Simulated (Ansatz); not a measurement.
# ZrSi2N4 monolayer in a perpendicular field

Aim: how the ZrSi2N4 monolayer screens a field along its normal, and what the field does to its bands. A positive field points along +c.

Program: Ansatz 0.2.0. Level of theory: plane-wave DFT, PBE-D3(BJ), Ansatz PAW. Results are calculated unless marked as measured.

This is a report of a sequence of runs, with most program output left out.

**1. Set-up**

The cell holds 7 atoms: 4 N, 2 Si and 1 Zr. Its edges and angles: a = 2.920 Å, b = 2.920 Å, c = 45.964 Å, α = 90.0°, β = 90.0°, γ = 120.0°. Vacuum lies along c.

Structure file:

```xyz
7
Lattice="2.9200 0.0000 0.0000 -1.4600 2.5288 0.0000 0.0000 0.0000 45.9642" Properties=species:S:1:pos:R:3
N     0.0000    0.0000   19.2500
Si    0.0000    1.6859   19.7194
N     0.0000    1.6859   21.4694
Zr    0.0000    0.0000   22.9821
N     0.0000    1.6859   24.4947
Si    0.0000    1.6859   26.2447
N     0.0000    0.0000   26.7142
```

**2. Relaxation**

The starting cell is a guess, so the in-plane lattice and the atoms are relaxed first, with the slab cut off from its images along the normal.

input.yaml

```yaml
crystal:
  lattice:
    - [2.92, 0.0, 0.0]
    - [-1.46, 2.5287941791, 0.0]
    - [0.0, 0.0, 45.9641524286]
  atoms:
    - { symbol: "N", position: [0.0, 0.0, 0.4188046332] }
    - { symbol: Si, position: [0.3333333333, 0.6666666667, 0.4290176418] }
    - { symbol: "N", position: [0.3333333333, 0.6666666667, 0.4670907903] }
    - { symbol: Zr, position: [0.0, 0.0, 0.5] }
    - { symbol: "N", position: [0.3333333333, 0.6666666667, 0.5329092097] }
    - { symbol: Si, position: [0.3333333333, 0.6666666667, 0.5709823582] }
    - { symbol: "N", position: [0.0, 0.0, 0.5811953668] }
  periodic: [true, true, false]
kpoints:
  mp_grid: { grid: [12, 12, 1] }
hamiltonian:
  xc: pbe
  dispersion: d3bj
scf:
  occupations: { method: fermi_dirac, width: 0.05 }
  convergence: { dr2_threshold: 1.0e-09 }
relax:
  f_tol: 0.004
  max_steps: 90
  cell: {}
output:
  write_potential: true
  write_density: true
  volumetric_format: npy
```

Launch:

```
$ ansatz run input.yaml --threads 2 --pin off --max-ram 3072MiB --backend cpu --events-out ev --progress --plain --runs-dir out
```

Elapsed: 1.7 min, on 2 threads of Arm Neoverse V2, shared host; peak memory 0.63 GiB.

The steps of the relaxation:

```
step  energy less that of the first step (eV)  largest force component (eV/Å)  volume (Å³)
   1                                   0.0000                          3.4622       339.40
   2                                  -1.1945                          0.8549       348.19
   3                                  -1.3735                          0.6773       362.06
   4                                  -1.3890                          0.2122       364.66
   5                                  -1.3904                          0.0132       364.71
   6                                  -1.3905                          0.0001       364.66
  7*                                  -1.4156                          0.0017       364.66
   8                                  -1.4155                          0.0025       365.39
  9*                                  -1.4159                          0.0025       365.39
  10                                  -1.4159                          0.0000       365.45
 11*                                  -1.4159                          0.0000       365.45
```

Relaxation steps marked * repeat the geometry before them on a plane-wave basis chosen anew for their cell, so energy and pressure can jump there.

The run keeps the 12 symmetry operations that it works with, so distortions that break them were not tested.

```
cell as run  before  after  change
      a (Å)   2.920  3.030  +3.8 %
      b (Å)   2.920  3.030  +3.8 %
```

The atoms that moved most (Å, along periodic axes as changes of fractional coordinates times the final cell, across vacuum about the mean position):

```
atom     dx     dy      dz  length
 Si6  0.000  0.000  -0.264   0.264
 Si2  0.000  0.000   0.264   0.264
  N7  0.000  0.000  -0.255   0.255
  N1  0.000  0.000   0.255   0.255
  N5  0.000  0.000  -0.251   0.251
  N3  0.000  0.000   0.251   0.251
```

Final coordinates:

```xyz
7
Lattice="3.0300 0.0000 0.0000 -1.5150 2.6240 0.0000 0.0000 0.0000 45.9642" Properties=species:S:1:pos:R:3
N     0.0000    0.0000   19.5052
Si    0.0000    1.7494   19.9831
N     0.0000    1.7494   21.7200
Zr    0.0000    0.0000   22.9821
N     0.0000    1.7494   24.2441
Si    0.0000    1.7494   25.9811
N     0.0000    0.0000   26.4589
```

The lattice constant a goes from 2.920 to 3.030 Å.

**3. Atoms held, field 0**

A sawtooth potential applies the field, turning back in the middle of the vacuum. With the dipole correction the typed value is the field outside the slab. The induced dipole is small, so the SCF threshold is tight.

The cell differs from the one that the last finished run ended in (c 45.964 → 24.954 Å).

input.yaml

```yaml
crystal:
  lattice:
    - [3.0299770773, 0.0, 0.0]
    - [-1.5149885386, 2.6240371218, 0.0]
    - [0.0, 0.0, 24.9537233195]
  atoms:
    - { symbol: "N", position: [0.0, 0.0, 0.36066762] }
    - { symbol: Si, position: [0.3333333333, 0.6666666667, 0.3798169823] }
    - { symbol: "N", position: [0.3333333333, 0.6666666667, 0.4494245068] }
    - { symbol: Zr, position: [0.0, 0.0, 0.5] }
    - { symbol: "N", position: [0.3333333333, 0.6666666667, 0.5505754932] }
    - { symbol: Si, position: [0.3333333333, 0.6666666667, 0.6201830177] }
    - { symbol: "N", position: [0.0, 0.0, 0.63933238] }
kpoints:
  mp_grid: { grid: [18, 18, 1] }
  band_path:
    path: [[0, 0, 0], [0.5, 0, 0], [0.33333333, 0.33333333, 0], [0, 0, 0]]
    npoints: 16
hamiltonian:
  xc: pbe
  dispersion: d3bj
scf:
  occupations: { method: fermi_dirac, width: 0.02585 }
  convergence: { dr2_threshold: 1.0e-10 }
efield:
  axis: 3
  dipole_correction: true
  ramp_position: 0.97
  ramp_width: 0.06
  amplitude: 0
output:
  dos: { projected: true, e_range: [-6, 5] }
  write_potential: true
  write_density: true
  volumetric_format: npy
  elf: true
```

Elapsed: 20 s, on 2 threads; peak memory 0.53 GiB.

This step gave:

| Property | Result |
| --- | --- |
| gap on the k-mesh | 1.283 eV |
| dipole along the normal | -4.14e-6 e·Å |
| gap along the path | 1.281 eV |
| smallest direct gap along the path | 1.802 eV |
| ionisation energy, upper face | 6.197 eV |
| electron affinity, upper face | 4.916 eV |
| gap, the smaller of path and mesh | 1.281 eV |

Running mean over a fixed 2.6 Å (it still follows the layers) of the planar mean; the ramp of the sawtooth is left out. Table of electron's electrostatic potential energy less the Fermi level by z:

```
z (Å)  electron's electrostatic potential energy less the Fermi level (eV)
  3.5                                                                 5.59
  4.0                                                                 5.59
  4.5                                                                 5.59
  5.0                                                                 5.59
  5.5                                                                 5.59
  6.0                                                                 5.57
  6.5                                                                 5.49
  7.0                                                                 5.10
  7.5                                                                 3.17
  8.0                                                                -1.18
  8.5                                                                -5.22
  9.0                                                                -7.33
  9.5                                                                -8.20
 10.0                                                                -9.03
 10.5                                                                -7.82
 11.0                                                                -7.41
 11.5                                                                -9.62
 12.0                                                                -11.8
 12.5                                                                -12.5
 13.0                                                                -11.6
 13.5                                                                -9.37
 14.0                                                                -7.28
 14.5                                                                -7.99
 15.0                                                                -9.01
 15.5                                                                -8.11
 16.0                                                                -7.21
 16.5                                                                -4.94
 17.0                                                               -0.742
 17.5                                                                 3.46
 18.0                                                                 5.17
 18.5                                                                 5.51
 19.0                                                                 5.57
 19.5                                                                 5.59
 20.0                                                                 5.59
 20.5                                                                 5.59
 21.0                                                                 5.59
 21.5                                                                 5.59
```

The density of states has structure finer than the step of the table below, so its rows give means over 0.25 eV, whole bins alone (the curve runs from -6 to 2.66 eV). Peaks (eV: height): -5.970: 7.46, -5.040: 6.99, -4.810: 10.9, -2.420: 7.73, -1.640: 12.8, -1.450: 7.22, 0.700: 12.3.

Density of states against energy, zero at the Fermi level of the run, which the smearing sets inside the gap; means over each step:

```
energy (eV)  density of states (states/eV a cell)
      -5.75                                  2.00
      -5.50                                  3.06
      -5.25                                  4.22
      -5.00                                  4.19
      -4.75                                  6.96
      -4.50                                  3.39
      -4.25                                  3.74
      -4.00                                  4.11
      -3.75                                  2.70
      -3.50                                  1.46
      -3.25                                  1.64
      -3.00                                  2.47
      -2.75                                  4.10
      -2.50                                  4.89
      -2.25                                  3.82
      -2.00                                  4.22
      -1.75                                  5.21
      -1.50                                  6.85
      -1.25                                  1.68
      -1.00                                 0.872
      -0.75                                 0.749
      -0.50                                0.0231
      -0.25                                     0
       0.00                                     0
       0.25                                     0
       0.50                                     0
       0.75                                  4.75
       1.00                                  1.76
       1.25                                 0.707
       1.50                                 0.391
       1.75                                     0
```

Projected DOS per atom over height of the atomic layer and energy from the Fermi level. Layers: N Si N Zr N Si N from below.

Values in states/eV, 22 rows by 7 columns, each cell a mean:
```
0.00 0.00 0.00 0.00 0.00 0.00 0.00
0.00 0.00 0.00 0.00 0.00 0.00 0.00
0.01 0.01 0.02 0.15 0.02 0.01 0.01
0.01 0.01 0.05 0.59 0.05 0.01 0.01
0.08 0.05 0.24 2.96 0.24 0.05 0.08
0.01 0.00 0.02 0.23 0.02 0.00 0.01
0.00 0.00 0.00 0.00 0.00 0.00 0.00
0.00 0.00 0.00 0.00 0.00 0.00 0.00
0.12 0.00 0.14 0.01 0.14 0.00 0.12
0.21 0.01 0.24 0.04 0.24 0.01 0.21
1.25 0.04 1.60 0.33 1.60 0.04 1.25
0.69 0.03 1.11 0.48 1.11 0.03 0.69
0.77 0.05 1.03 0.60 1.03 0.05 0.77
0.64 0.07 1.00 0.62 1.00 0.07 0.64
0.28 0.05 0.63 0.35 0.63 0.05 0.28
0.17 0.03 0.37 0.35 0.37 0.03 0.17
0.61 0.13 0.60 0.55 0.60 0.13 0.61
0.73 0.19 0.75 0.51 0.75 0.19 0.73
1.15 0.38 0.81 0.52 0.81 0.38 1.15
0.95 0.44 0.76 0.45 0.76 0.44 0.95
0.64 0.34 0.53 0.40 0.53 0.34 0.64
0.57 0.33 0.48 0.47 0.48 0.33 0.57
```
Columns: height of the atomic layer (Å) from 9 to 16.0 (not evenly spaced); rows upwards: energy from the Fermi level (eV) from -5.96 to 2.59.

The electronic bands at the labelled points (eV, zero at the Fermi level of the run, which the smearing sets inside the gap):

```
  point  band 17  band 18  band 19  band 20  band 21  band 22  band 23  band 24
      Γ    -2.86    -1.71    -1.69    -1.69     1.48     3.36     3.61     4.28
halfway    -2.40    -2.39    -2.01    -1.63     0.83     3.57     3.86     4.75
      M    -3.01    -1.74    -1.69    -1.29     0.76     2.75     2.90     5.90
halfway    -2.94    -2.18    -1.44    -1.04     0.92     4.16     4.22     4.91
      K    -3.37    -3.07    -1.36    -0.61     1.23     4.05     4.74     6.00
halfway    -2.46    -1.87    -1.85    -1.59     0.71     4.16     4.72     4.97
      Γ    -2.86    -1.71    -1.69    -1.69     1.48     3.36     3.61     4.28
```

Electrostatic potential energy in the ca plane at fractional y = 0.667, with atoms of Si and N within 0.2 Å of it. With pseudopotentials it is smooth inside the atoms' cores, unlike the true potential.

Ten even steps from '0' (-58 eV) to '9' (6 eV), each cell a mean:
```
99999999999999999999988899998765689999988999
99999999999999999999988899998765689999988999
99999999999999999999987789998877789998877899
99999999999999999999863358856888875687434789
99999999999999999999730026401688840156100489
99999999999999999999720026400589830055100489
99999999999999999999852257745888874587423689
99999999999999999999987789998877788998777899
```
Columns run along c (16.0 Å, from fractional 0.05 to 0.69 of the cell; values clipped at the 3rd and 97th percentile), rows up along a (3.0 Å). Atoms in or near the plane, at fractional coordinates: Si at (0.38, 0.33), N at (0.45, 0.33), N at (0.55, 0.33), Si at (0.62, 0.33).

ELF in the ca plane at fractional y = 0.667, with atoms of Si and N within 0.2 Å of it. It is the smooth field of the valence electrons, not physical close to the nuclei.

Ten even steps from '0' (0.00) to '9' (0.85), each cell a mean:
```
00000000000000000135777621121246412211377765
00000000000000000135777621111256411101377765
00000000000000000124688633576322246642378764
00000000000000000012565347899731499986346642
00000000000000000001322259946852684599322221
00000000000000000001222259935852683599322221
00000000000000000012464248989831499997335542
00000000000000000024688633677422257753378763
```
Columns run along c (16.0 Å, from fractional 0.05 to 0.69 of the cell), rows up along a (3.0 Å). Atoms in or near the plane, at fractional coordinates: Si at (0.38, 0.33), N at (0.45, 0.33), N at (0.55, 0.33), Si at (0.62, 0.33).

Valence density in the ca plane at fractional y = 0.667, with atoms of Si and N within 0.2 Å of it. It is the smooth field of the valence electrons, not physical close to the nuclei.

Ten steps, logarithmic in the rise over the least value, from '0' (0.0 e/Å³) to '9' (3.5 e/Å³), each cell a mean:
```
00000000000000000013566533334567644333456542
00000000000000000013566533334567643323456543
00000000000000000013455544455555555544455542
00000000000000000012455455788654578765555532
00000000000000000012343357899854689986433432
00000000000000000012343357999864699986423432
00000000000000000012455456788754578875545532
00000000000000000013455544556555556544455542
```
Columns run along c (16.0 Å, from fractional 0.05 to 0.69 of the cell), rows up along a (3.0 Å). Atoms in or near the plane, at fractional coordinates: Si at (0.38, 0.33), N at (0.45, 0.33), N at (0.55, 0.33), Si at (0.62, 0.33).

The gap is 1.28 eV, with the valence edge 6.20 eV and the conduction edge 4.92 eV under the upper vacuum level.

**4. Single point, field 0.1 V/Å**

Changes to input.yaml since step 3:

```diff
@@ -29,5 +29,4 @@
   ramp_width: 0.06
-  amplitude: 0
+  amplitude: 0.1
 output:
-  dos: { projected: true, e_range: [-6, 5] }
   write_potential: true
@@ -35,2 +34 @@
   volumetric_format: npy
-  elf: true
```

The job ended after 22 s (2 threads; peak memory 0.52 GiB; 44 s of CPU time).

The dipole is 0.0353 e·Å, and the gap 1.280 eV.

**5. Single point, field -0.1 V/Å**

Changes to input.yaml since step 4:

```diff
@@ -29,3 +29,3 @@
   ramp_width: 0.06
-  amplitude: 0.1
+  amplitude: -0.1
 output:
```

It took 23 s on 2 threads; peak memory 0.52 GiB; 45 s of CPU time.

The dipole is -0.0353 e·Å, and the gap 1.280 eV.

**6. Response, atoms held**

This step: plane-wave DFT, PBE-D3(BJ), Ansatz PAW; response to a field along the normal, atoms held (Ansatz 0.2.0).

The dipoles give the slope, and the difference of two potentials shows where the field is screened.

This step gave:

* equivalent conductor thickness p/(ε₀AE): 8.036 Å
* distance between the outer atoms: 6.954 Å

Table of dipole of the cell by applied field:

```
applied field (V/Å)  dipole of the cell (e·Å)
            -0.1000                   -0.0353
             0.0000                   -4.1e-6
             0.1000                    0.0353
```

Local field over the applied field, running mean. From the potentials at -0.1 and 0.1 V/Å; running mean over 2.5 Å. The local field over applied field by z:

```
z (Å)  local field over applied field
    5                           0.998
    6                           0.980
    7                           0.855
    8                           0.545
    9                           0.263
   10                           0.148
   11                           0.109
   12                          0.0688
   13                          0.0709
   14                           0.111
   15                           0.151
   16                           0.273
   17                           0.560
   18                           0.866
   19                           0.982
   20                           0.998
```

The induced electron density oscillates, so the rows of the table below give means over windows of 0.5 Å about each position, cut where the curve ends. Its maxima inside the range that stand out by 2 % of the span (Å: e/Å³ per V/Å): 8.18: 0.00384, 9.15: 0.00107, 10.54: 0.00115, 11.23: 0.00127, 13.03: 0.00129, 14.00: -4.5e-4, 15.25: 0.00153, 16.08: -2.7e-4. Its minima: 8.87: 2.7e-4, 9.70: -0.00153, 10.95: 4.5e-4, 11.92: -0.00129, 13.72: -0.00127, 14.42: -0.00115, 15.80: -0.00107, 16.77: -0.00384.

Electrons, planar mean, per unit field. Induced electron density against z; means over each step:

z (Å), induced electron density (e/Å³ per V/Å) and a bar from the least value:
```
      4.5    0.00000 ###############
      5.0    0.00001 ###############
      5.5    0.00003 ###############
      6.0    0.00009 ###############
      6.5    0.00029 ################
      7.0    0.00080 ##################
      7.5    0.00195 #######################
      8.0    0.00346 ##############################
      8.5    0.00249 ##########################
      9.0    0.00067 ##################
      9.5   -0.00063 ############
     10.0   -0.00042 #############
     10.5    0.00099 ###################
     11.0    0.00076 ##################
     11.5    0.00042 #################
     12.0   -0.00104 ##########
     12.5    0.00005 ###############
     13.0    0.00104 ###################
     13.5   -0.00058 ############
     14.0   -0.00073 ############
     14.5   -0.00097 ###########
     15.0    0.00060 #################
     15.5    0.00043 #################
     16.0   -0.00068 ############
     16.5   -0.00273 ###
     17.0   -0.00335 
     17.5   -0.00182 #######
     18.0   -0.00072 ############
     18.5   -0.00026 ##############
     19.0   -0.00008 ##############
     19.5   -0.00003 ###############
     20.0   -0.00001 ###############
     20.5    0.00000 ###############
```

The smaller of the gaps on the path and on the k-mesh, counted as 0 under 0.03 eV. The gap stays at 1.28 eV for applied field from -0.1 to 0.1 V/Å.

By hand: between -0.1 and 0.1 V/Å the dipole changes by 0.07062 e·Å, a slope of 0.3531 e·Å²/V. A perfect conductor of thickness t has p = ε₀AEt, so t = 180.95 × 0.3531 / 7.951 = 8.04 Å (e/ε₀ = 180.95 V·Å, A in Å²).

The induced dipole is that of a conductor 8.04 Å thick.

**7. Results**

| Property | Result |
| --- | --- |
| gap without field | 1.28 eV |
| ionisation energy, upper face | 6.20 eV |
| electron affinity, upper face | 4.92 eV |
| equivalent conductor thickness, atoms held | 8.04 Å |

The induced dipole equals that of a perfect conductor 8.04 Å thick, while the outer atoms lie 6.95 Å apart; an out-of-plane ε follows only once a thickness t is chosen, by 1 − 1/ε = 8.04 Å / t. The gap stays within 0.01 eV of 1.28 eV over the fields run, up to 0.1 V/Å in size. Semilocal functionals give gaps that are too small, and excitons are not included. Spin-orbit coupling is left out. The outer anions sit over the metal atoms, one of several polytypes of such layers and not the lowest for every compound.

[Logs are printed without paths, hosts, clocks, repeated set-up lines and the standing remarks that a program may print on its own settings, such as how far it seeks lower states.]

[Hosts, paths, dates, database ids (printed as entryN), source tags and the programs' standing remarks are cut or masked in the printed files.]

[Maps of the electrostatic potential energy from Ansatz leave out the sawtooth potential of an applied field or a dipole correction, so their vacuum need not be flat; planar profiles and work functions include it.]

[The density of states shown here was stored with 400 of the rows of the run's finer table, so its peaks can read low, often by over a quarter, or be missed, and its means over a window can be off by a tenth or more.]
